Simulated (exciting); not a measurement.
ThSeO, space group P4/nmm, O K edge of atom 5, with 4 Th at 2.38 Å (tetrahedral, site symmetry -4m2); the tensor is averaged over the atoms equivalent by symmetry. Method: exciting, all-electron LAPW+lo, LDA, exchange and screened direct term (singlet BSE), 3×3×2 shifted k points, 63 conduction bands, |G+q| up to 3 bohr⁻¹, full RPA screening with nempty = 95, Lorentzian half width 0.45 eV.

```xyz
6
Lattice="4.0380 0.0000 0.0000 0.0000 4.0380 0.0000 0.0000 0.0000 7.0300" Properties=species:S:1:pos:R:3 pbc="T T T"
Th    2.0190    0.0000    5.7646
Th    0.0000    2.0190    1.2654
Se    2.0190    0.0000    2.6011
Se    0.0000    2.0190    4.4289
O     2.0190    2.0190    0.0000
O     0.0000    0.0000    0.0000
```

Energy from the Kohn–Sham onset, core level to the lowest empty state found on the meshes used; scaled to the maximum of the polarisation mean:

| E (eV) | curve 1 | curve 2 |
| --- | --- | --- |
| -4.0 | 0.02 | 0.02 |
| -3.5 | 0.03 | 0.02 |
| -3.0 | 0.03 | 0.03 |
| -2.5 | 0.04 | 0.04 |
| -2.0 | 0.05 | 0.05 |
| -1.5 | 0.07 | 0.06 |
| -1.0 | 0.11 | 0.09 |
| -0.5 | 0.19 | 0.16 |
| 0.0 | 0.39 | 0.33 |
| 0.5 | 0.89 | 0.78 |
| 1.0 | 1.25 | 0.86 |
| 1.5 | 1.08 | 0.83 |
| 2.0 | 0.78 | 0.70 |
| 2.5 | 0.51 | 0.59 |
| 3.0 | 0.47 | 0.75 |
| 3.5 | 0.58 | 0.85 |
| 4.0 | 0.81 | 0.89 |
| 4.5 | 1.02 | 0.85 |
| 5.0 | 0.71 | 0.70 |
| 5.5 | 0.58 | 0.63 |
| 6.0 | 0.38 | 0.49 |
| 6.5 | 0.28 | 0.42 |
| 7.0 | 0.29 | 0.34 |
| 7.5 | 0.33 | 0.23 |
| 8.0 | 0.23 | 0.19 |
| 8.5 | 0.18 | 0.20 |
| 9.0 | 0.17 | 0.29 |
| 9.5 | 0.15 | 0.32 |
| 10.0 | 0.16 | 0.34 |
| 10.5 | 0.17 | 0.34 |
| 11.0 | 0.21 | 0.31 |
| 11.5 | 0.24 | 0.26 |
| 12.0 | 0.26 | 0.23 |
| 12.5 | 0.30 | 0.25 |
| 13.0 | 0.23 | 0.21 |
| 13.5 | 0.23 | 0.22 |
| 14.0 | 0.27 | 0.23 |
| 14.5 | 0.34 | 0.26 |
| 15.0 | 0.28 | 0.21 |
| 15.5 | 0.22 | 0.15 |
| 16.0 | 0.20 | 0.14 |
| 16.5 | 0.15 | 0.15 |
| 17.0 | 0.15 | 0.17 |
| 17.5 | 0.17 | 0.15 |
| 18.0 | 0.20 | 0.16 |
| 18.5 | 0.20 | 0.18 |
| 19.0 | 0.18 | 0.18 |
| 19.5 | 0.16 | 0.15 |
| 20.0 | 0.15 | 0.13 |
| 20.5 | 0.16 | 0.13 |
| 21.0 | 0.21 | 0.12 |
| 21.5 | 0.20 | 0.10 |
| 22.0 | 0.15 | 0.10 |
| 22.5 | 0.15 | 0.11 |
| 23.0 | 0.16 | 0.11 |

Question: The curves are the diagonal elements of Im ε for ε ∥ c and ⊥ c. Which is which?

Curve 1: ε ∥ c, maxima 1.0 eV (1.25), 4.4 eV (1.03) and 7.4 eV (0.34); 4 lower ones aren't listed. Curve 2: ε ⊥ c, maxima 0.7 eV (0.90), 3.9 eV (0.89) and 10.6 eV (0.34); 4 lower ones aren't listed. A K edge probes the empty p states along ε, which follow the bonds' lengths and directions.

[Banner, clock and machine lines of the logs are left out without a mark of their own.]

[Logs are printed without paths, hosts, clocks, repeated set-up lines and the standing remarks that a program may print on its own settings, such as how far it seeks lower states.]

[Hosts, paths, dates, database ids (printed as entryN), source tags and the programs' standing remarks are cut or masked in the printed files.]
